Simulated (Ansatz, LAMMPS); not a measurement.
# Glassy 68SiO2-14MgO-11ZnO-7BaO (mol %) (75 atoms): support functions against a reference, part 2 of 3

Aim: test how closely localised support functions follow the reference on glassy 68SiO2-14MgO-11ZnO-7BaO (mol %) (75 atoms), and at what cost. A setting counts as converged where the r.m.s. difference of forces stays under 1 % of the r.m.s. force.

Ansatz 0.2.0; Kohn-Sham DFT, PBE, PAW (set soft_2), plane waves.

The cell: 19 Si, 4 Mg, 3 Zn, 2 Ba and 47 O. The quench rate of 25 K/ps far exceeds what a furnace or splat quench reaches. The starting topology of bonds comes from the classical model. Sampling is at Γ alone, for a cell whose shortest periodic width is 11 Å. The levels lack spin–orbit coupling.

So far. Step 4 (Support functions low): Forces differ from the reference by 0.87 meV/Å r.m.s., 0.093 % of their size, well within a tolerance of 1 %; the energy by -4.7 meV/atom. It took roughly 7.0 times the reference's time (one timing each, with unlike analyses asked), in 15 cycles against 10.

**5. Support functions medium**

With localised support functions most steps grow linearly with size, though the diagonalisation grows faster unless the density matrix is cut; this run measures error and cost at this size. Besides, the program derives a nominal cutoff of 464 eV for this run, against the reference's 420.

This step: Kohn-Sham DFT, PBE, PAW (set soft_2), localised support functions (medium) (Ansatz 0.2.0).

File input.yaml:

```yaml
crystal:
  lattice:
    - [10.6753, 0.0, 0.0]
    - [0.0, 10.6753, 0.0]
    - [0.0, 0.0, 10.6753]
  atoms:
    [... the 75 atom lines of step 3 ...]
kpoints:
  mp_grid: { grid: [1, 1, 1] }
hamiltonian:
  xc: pbe
scf:
  occupations: { method: fixed }
  eigensolver: { kind: { support_functions: { accuracy: medium } } }
  max_iter: 150
output:
  forces: true
  eigenvalues: true
```

Launch:

```sh
$ ansatz run input.yaml --threads 4 --pin off --max-ram 8192MiB --backend cpu --events-out ev --progress --plain --runs-dir out
```

Standard output:

```text
[...]
Warning: basis.ecutwfc = 464 eV, auto-derived: no grid that the accuracy of the support functions lays serves the files at the lower one that their records recommend; a deck with other species or settings can derive another value
[...]
Crystal: 75 atoms, lattice volume = 1216.579 Å³
Basis set: ecut = 464 eV, 27609 PW (Γ), exchange–correlation on 150×150×150 points (8 copies of the dense FFT grid, shifted against one another)
Bands: 273, of which v1, the nominal top of the filled ones, is band 227 counted from 1 (226 counted from 0)
Symmetry: 1 space group operations
k-points: 1
[...]
SCF iter   1: F=—  HF=-68368.135009 eV  |F-HF|=—  |Δ(HF+E_count)|=         —  Δρ=1.03e-1  dr2=1.31e2  ethr=1.00e-1
[...]
SCF iter  16: F=—  HF=-68375.727847 eV  |F-HF|=—  |Δ(HF+E_count)|=   1.38e-3  Δρ=8.30e-6  dr2=1.99e-6  ethr=1.05e-9  κ⁻¹=9.9e-5(r=7)
SCF iter  17: F=-68375.727846 eV  HF=-68375.727846 eV  |F-HF|=3.08e-7  |Δ(HF+E_count)|=   6.08e-7  Δρ=3.64e-6  dr2=4.62e-7  ethr=4.38e-10
SCF 1 converged in 17 iterations: F = -68375.750689 eV  dr2 = 4.62e-7
[...]
SCF converged after 17 iterations
[...]
Free energy (F): -68375.750689 eV
[...]
Internal energy: -68375.750689 eV  (E = F + TS)
E sigma→0 (E₀):  -68375.750689 eV
Fermi energy:    2.798147 eV
[...]
Σ components = -68375.750689   (vs F -68375.750689, Δ=0.00e0)
--- Forces (eV/Å), atoms counted from 1 ---
  atom   1  Si     2.15692114    -0.73076173    -0.93463173
  atom   2  Si     0.32302965    -0.19905587     1.15813541
  atom   3  Si     1.05892899     0.50753597    -0.45729629
  atom   4  Si     1.03472057     0.17961484     0.63104758
[...]
atom  75  O     -1.22957109     0.86255301    -0.70716995
  max |Σ_I F_I| component: 3.18e-3 eV/Å
--- Band table (eV) ---
[...]
```

It took 1.9 min on 4 threads of Arm Neoverse V2, shared host; peak memory 3.4 GiB; 7.3 min of CPU time.

Keys that differ from the reference: support_functions.accuracy = "medium" and scf.max_iter = 150.

Forces differ from the reference by 0.78 meV/Å r.m.s., 0.085 % of their size, well within a tolerance of 1 %; the energy by -4.7 meV/atom. It took roughly 7.8 times the reference's time (one timing each, with unlike analyses asked), in 17 cycles against 10.

**6. Support functions medium, radius 3.23 Å**

The radius confines each support function; a larger one gives more freedom and more work per atom.

input.yaml, the sections that differ from step 5:

```yaml
scf:
  occupations: { method: fixed }
  eigensolver: { kind: { support_functions: { accuracy: medium, radius: 3.23 } } }
  max_iter: 150
# crystal, kpoints, hamiltonian, output: as in step 5
```

Standard output:

```text
Warning: scf.eigensolver.kind.support_functions: disabling space-group detection — the functions' gradient is summed over unrotated k-points, so no spatial operation reduces the k-mesh or symmetrises the density; time reversal is kept, so that k and −k are solved as one point where they differ and the mesh holds both, and exact exchange and, on two spinor components, a DFT+U term hold to it where the run has them: [...]
Warning: basis.ecutwfc = 464 eV, auto-derived: no grid that the accuracy of the support functions lays serves the files at the lower one that their records recommend; a deck with other species or settings can derive another value
settings of this run that can trade accuracy for cost: scf.eigensolver.kind.support_functions [...]
Engine: ansatz 0.2.0, aarch64-unknown-linux-gnu
Pseudopotentials: kind: paw
Pseudopotential: Si, paw, valence charge 4, recommended cutoff 420 eV (normal), Si.paw.azcp
Pseudopotential: Mg, paw, valence charge 10, recommended cutoff 420 eV (normal), Mg.paw.azcp
Pseudopotential: Zn, paw, valence charge 12, recommended cutoff 420 eV (normal), Zn.paw.azcp
Pseudopotential: Ba, paw, valence charge 10, recommended cutoff 420 eV (normal), Ba.paw.azcp
Pseudopotential: O, paw, valence charge 6, recommended cutoff 420 eV (normal), O.paw.azcp
[... 5 lines on functional and potentials left out ...]
Error: SCF: the radius of support functions is under 3.61 Å, the least for these sites at the functions' level (scf.eigensolver.kind.support_functions.accuracy). Use scf.eigensolver.kind: auto, or type scf.eigensolver.kind.support_functions.radius at least as long, [...]
```

Elapsed: 6.4 s, on 4 threads; peak memory 0.4 GiB.

The program refuses radii under 3.61 Å for these atoms at this level.

**7. Support functions medium, radius 3.68 Å**

The radius confines each support function; a larger one gives more freedom and more work per atom. Besides, the program derives a nominal cutoff of 464 eV for this run, against the reference's 420.

input.yaml, the sections that differ from step 6:

```yaml
scf:
  occupations: { method: fixed }
  eigensolver: { kind: { support_functions: { accuracy: medium, radius: 3.68 } } }
  max_iter: 150
# crystal, kpoints, hamiltonian, output: as in step 6
```

Standard output:

```text
[...]
Crystal: 75 atoms, lattice volume = 1216.579 Å³
Basis set: ecut = 464 eV, 27609 PW (Γ), exchange–correlation on 150×150×150 points (8 copies of the dense FFT grid, shifted against one another)
Bands: 273, of which v1, the nominal top of the filled ones, is band 227 counted from 1 (226 counted from 0)
Symmetry: 1 space group operations
k-points: 1
[...]
SCF iter   1: F=—  HF=-68367.768334 eV  |F-HF|=—  |Δ(HF+E_count)|=         —  Δρ=1.03e-1  dr2=1.31e2  ethr=1.00e-1
[...]
SCF iter  16: F=—  HF=-68375.721269 eV  |F-HF|=—  |Δ(HF+E_count)|=   1.71e-3  Δρ=9.59e-6  dr2=2.13e-6  ethr=9.81e-10  κ⁻¹=1.3e-4(r=7)
SCF iter  17: F=-68375.722770 eV  HF=-68375.722771 eV  |F-HF|=6.05e-7  |Δ(HF+E_count)|=   1.50e-3  Δρ=4.90e-6  dr2=8.76e-7  ethr=4.69e-10
SCF 1 converged in 17 iterations: F = -68375.750696 eV  dr2 = 8.76e-7
[...]
SCF converged after 17 iterations
[...]
Free energy (F): -68375.750696 eV
[...]
Internal energy: -68375.750696 eV  (E = F + TS)
E sigma→0 (E₀):  -68375.750696 eV
Fermi energy:    2.798347 eV
[...]
Σ components = -68375.750696   (vs F -68375.750696, Δ=0.00e0)
--- Forces (eV/Å), atoms counted from 1 ---
  atom   1  Si     2.15687826    -0.73068619    -0.93514235
  atom   2  Si     0.32231306    -0.19870359     1.15892818
  atom   3  Si     1.05919249     0.50742442    -0.45746721
  atom   4  Si     1.03472784     0.17956524     0.63117882
[...]
atom  75  O     -1.22935505     0.86330367    -0.70664911
  max |Σ_I F_I| component: 3.59e-3 eV/Å
--- Band table (eV) ---
[...]
```

It took 1.8 min on 4 threads; peak memory 3.3 GiB.

Keys that differ from the reference: support_functions.accuracy = "medium", support_functions.radius = 3.68 and scf.max_iter = 150.

Forces differ from the reference by 0.80 meV/Å r.m.s., 0.086 % of their size, well within a tolerance of 1 %; the energy by -4.7 meV/atom. It took roughly 7.6 times the reference's time (one timing each, with unlike analyses asked), in 17 cycles against 10.

**8. Another try, on a changed input**

A doubtful change is made on purpose, to see how the program answers.

This step: Kohn-Sham DFT, PBE, PAW (set soft_2), plane waves (Ansatz 0.2.0).

File input.yaml:

```yaml
crystal:
  lattice:
    - [10.6753, 0.0, 0.0]
    - [0.0, 10.6753, 0.0]
    - [0.0, 0.0, 10.6753]
  atoms:
    - { symbol: si, position: [0.13354, 0.6836, 0.91204] }
    - { symbol: Si, position: [0.13498, 0.39178, 0.85974] }
    - { symbol: Si, position: [0.26686, 0.05212, 0.19227] }
    - { symbol: Si, position: [0.79076, 0.66389, 0.41093] }
    - { symbol: Si, position: [0.4182, 0.68334, 0.00841] }
    - { symbol: Si, position: [0.71924, 0.21651, 0.38978] }
    - { symbol: Si, position: [0.0523, 0.88659, 0.29958] }
    - { symbol: Si, position: [0.09544, 0.655, 0.44415] }
    - { symbol: Si, position: [0.30184, 0.33557, 0.10443] }
    - { symbol: Si, position: [0.93671, 0.19659, 0.96412] }
    - { symbol: Si, position: [0.70067, 0.05251, 0.96628] }
    - { symbol: Si, position: [0.41992, 0.0084, 0.66385] }
    - { symbol: Si, position: [0.19506, 0.3887, 0.35785] }
    - { symbol: Si, position: [0.4275, 0.97568, 0.95965] }
    - { symbol: Si, position: [0.6173, 0.44964, 0.52695] }
    - { symbol: Si, position: [0.68845, 0.89614, 0.70924] }
    - { symbol: Si, position: [0.94356, 0.33573, 0.22294] }
    - { symbol: Si, position: [0.25278, 0.77114, 0.6662] }
    - { symbol: Si, position: [0.83649, 0.9471, 0.4778] }
    - { symbol: Mg, position: [0.35334, 0.3284, 0.61636] }
    - { symbol: Mg, position: [0.53348, 0.41104, 0.91289] }
    - { symbol: Mg, position: [0.90661, 0.65593, 0.14471] }
    - { symbol: Mg, position: [0.45875, 0.51224, 0.25752] }
    - { symbol: Zn, position: [0.5344, 0.62812, 0.73809] }
    - { symbol: Zn, position: [0.41695, 0.16829, 0.40984] }
    - { symbol: Zn, position: [0.9402, 0.90317, 0.03408] }
    - { symbol: Ba, position: [0.08982, 0.07887, 0.68764] }
    - { symbol: Ba, position: [0.58988, 0.88845, 0.24307] }
    - { symbol: O, position: [0.40902, 0.14066, 0.60029] }
    - { symbol: O, position: [0.31962, 0.99383, 0.06062] }
    - { symbol: O, position: [0.44088, 0.35523, 0.06071] }
    - { symbol: O, position: [0.71089, 0.56869, 0.4974] }
    - { symbol: O, position: [0.17258, 0.77901, 0.79648] }
    - { symbol: O, position: [0.45958, 0.82787, 0.96927] }
    - { symbol: O, position: [0.9419, 0.64883, 0.44111] }
    - { symbol: O, position: [0.36097, 0.02795, 0.30391] }
    - { symbol: O, position: [0.27986, 0.42264, 0.23048] }
    - { symbol: O, position: [0.69888, 0.97571, 0.83595] }
    - { symbol: O, position: [0.15474, 0.71551, 0.56787] }
    - { symbol: O, position: [0.94684, 0.4754, 0.17503] }
    - { symbol: O, position: [0.48761, 0.58763, 0.91598] }
    - { symbol: O, position: [0.13581, 0.99047, 0.233] }
    - { symbol: O, position: [0.95765, 0.24379, 0.10307] }
    - { symbol: O, position: [0.81928, 0.28726, 0.29847] }
    - { symbol: O, position: [0.55824, 0.95187, 0.64135] }
    - { symbol: O, position: [0.81398, 0.93904, 0.62713] }
    - { symbol: O, position: [0.12773, 0.76134, 0.33899] }
    - { symbol: O, position: [0.37353, 0.69344, 0.68395] }
    - { symbol: O, position: [0.9913, 0.06008, 0.93765] }
    - { symbol: O, position: [0.51031, 0.45819, 0.42348] }
    - { symbol: O, position: [0.39935, 0.01558, 0.81784] }
    - { symbol: O, position: [0.69349, 0.31724, 0.50346] }
    - { symbol: O, position: [0.98085, 0.93817, 0.4296] }
    - { symbol: O, position: [0.55137, 0.05642, 0.00095] }
    - { symbol: O, position: [0.21137, 0.36583, 0.98964] }
    - { symbol: O, position: [0.55169, 0.45057, 0.66413] }
    - { symbol: O, position: [0.21848, 0.34366, 0.74562] }
    - { symbol: O, position: [0.76833, 0.97304, 0.06776] }
    - { symbol: O, position: [0.06667, 0.3225, 0.3142] }
    - { symbol: O, position: [0.10926, 0.54107, 0.8576] }
    - { symbol: O, position: [0.75838, 0.64604, 0.26979] }
    - { symbol: O, position: [0.26829, 0.19942, 0.15958] }
    - { symbol: O, position: [0.76468, 0.81923, 0.43461] }
    - { symbol: O, position: [0.26619, 0.67488, 0.98901] }
    - { symbol: O, position: [0.01697, 0.73416, 0.98657] }
    - { symbol: O, position: [0.00979, 0.29728, 0.87153] }
    - { symbol: O, position: [0.45474, 0.65985, 0.14953] }
    - { symbol: O, position: [0.27813, 0.30099, 0.44255] }
    - { symbol: O, position: [0.78237, 0.18025, 0.94444] }
    - { symbol: O, position: [0.15576, 0.52068, 0.41965] }
    - { symbol: O, position: [0.7825, 0.07973, 0.43178] }
    - { symbol: O, position: [0.94758, 0.83972, 0.20926] }
    - { symbol: O, position: [0.58658, 0.18091, 0.33855] }
    - { symbol: O, position: [0.66718, 0.7549, 0.72817] }
    - { symbol: O, position: [0.3011, 0.91567, 0.62777] }
kpoints:
  mp_grid: { grid: [1, 1, 1] }
hamiltonian:
  xc: pbe
scf:
  occupations: { method: fixed }
  max_iter: 80
output:
  forces: true
```

Standard output:

```text
Error: YAML parse error: error: line 7 column 17: `si` is not an element symbol (H … Og, case-exact)
 --> <input>:7:17
  |
5 |     - [0.0, 0.0, 10.6753]
6 |   atoms:
7 |     - { symbol: si, position: [0.13354, 0.6836, 0.91204] }
  |                 ^ `si` is not an element symbol (H … Og, case-exact)
8 |     - { symbol: Si, position: [0.13498, 0.39178, 0.85974] }
9 |     - { symbol: Si, position: [0.26686, 0.05212, 0.19227] }
  |
```

It took 0.02 s on 4 threads; peak memory 0.02 GiB.

The input was rejected at the start.

The program's message: “Error: YAML parse error: error: line 7 column 17: `si` is not an element symbol (H … Og, case-exact)”

The fault in the input: an unknown element (crystal.atoms[0].symbol = "si"). The fix is to type the element's symbol rightly.

**9. Cost against change**

Differences are against the plane-wave reference (Kohn-Sham DFT, PBE, PAW (set soft_2), plane waves), whose r.m.s. force component is 0.928 eV/Å. Energies are set beside the reference only for runs with its functional, potentials and electron count. Times are for 4 threads of Arm Neoverse V2, shared host. The reference's time includes the DOS, the stress and grids, which some other runs skip.

```csv
run,"Δ force, r.m.s. (meV/Å)",share of r.m.s. force (%),Δ energy (meV/atom),Δ gap (eV),cycles,time,host memory (GiB)
reference,-,-,-,-,10,15 s,1.4
support functions low,0.866,0.0933,-4.73,4.0e-4,15,1.7 min,3.3
support functions medium,0.784,0.0845,-4.74,2.0e-4,17,1.9 min,3.4
"support functions medium, radius 3.68 Å",0.796,0.0858,-4.74,1.0e-4,17,1.8 min,3.3
```

**10. The reference in detail**

With the settings judged, the reference run is read for its physics.

Length of the force by element and coordination:

```csv
element,coordination,atoms,mean length of the force (eV/Å),spread,least,most
Ba,all,2,0.588,0.258,0.330,0.846
Mg,all,4,0.821,0.534,0.200,1.41
O,all,47,1.54,0.702,0.233,2.96
Si,all,19,1.52,0.566,0.533,2.94
Zn,all,3,1.16,0.291,0.929,1.57
```

Löwdin charges by element and coordination (they lack the spilled electrons, 0.074 e an atom on average):

```csv
element,coordination,atoms,mean charge (e),spread,least,most
Ba,all,2,1.85,0.0143,1.84,1.87
Mg,all,4,1.64,0.0151,1.62,1.66
O,all,47,-0.897,0.102,-1.07,-0.793
Si,all,19,1.73,0.0241,1.68,1.79
Zn,all,3,1.49,0.0068,1.49,1.50
```

States in the cell by windows of 1 eV, zero at the Fermi level; the larger projections on atomic orbitals stand beside the total:

```csv
from (eV),to (eV),total,O p,Si p,Zn d
-10,-9,9.2,6.1,0.5,0.0
-9,-8,10.7,7.3,0.9,0.0
-8,-7,13.6,9.8,1.7,0.1
-7,-6,26.3,19.8,4.7,0.8
-6,-5,27.3,13.1,1.7,11.3
-5,-4,44.9,28.1,2.7,10.9
-4,-3,51.9,43.6,2.4,3.0
-3,-2,57.0,51.3,1.5,2.0
-2,-1,43.7,40.7,0.7,1.1
-1,0,25.4,23.7,0.5,0.6
0,1,0.9,0.9,0.0,0.0
1,2,0.0,0.0,0.0,0.0
2,3,2.0,0.2,0.0,0.0
3,4,3.0,0.2,0.1,0.0
4,5,15.7,0.8,1.2,0.0
```

With fixed occupations the program's Fermi level is the highest filled level; weight inside the gap is the broadening of levels at its edges.

Between -26 and -10 eV lie 107 more states.

The levels nearest the highest filled one (over half full), pooled over k-points and spins:

```csv
level less the highest filled one (eV),occupation
-0.586,2
-0.476,2
-0.412,2
-0.361,2
-0.121,2
0,2
2.18,0
3.48,0
4.05,0
4.08,0
4.17,0
4.42,0
```

[end of part 2 of 3]

[Long decimals in the printed logs are rounded to 6 places.]

[Logs are printed without paths, hosts, clocks, repeated set-up lines and the standing remarks that a program may print on its own settings, such as how far it seeks lower states.]

[Hosts, paths, dates, database ids (printed as entryN), source tags and the programs' standing remarks are cut or masked in the printed files.]
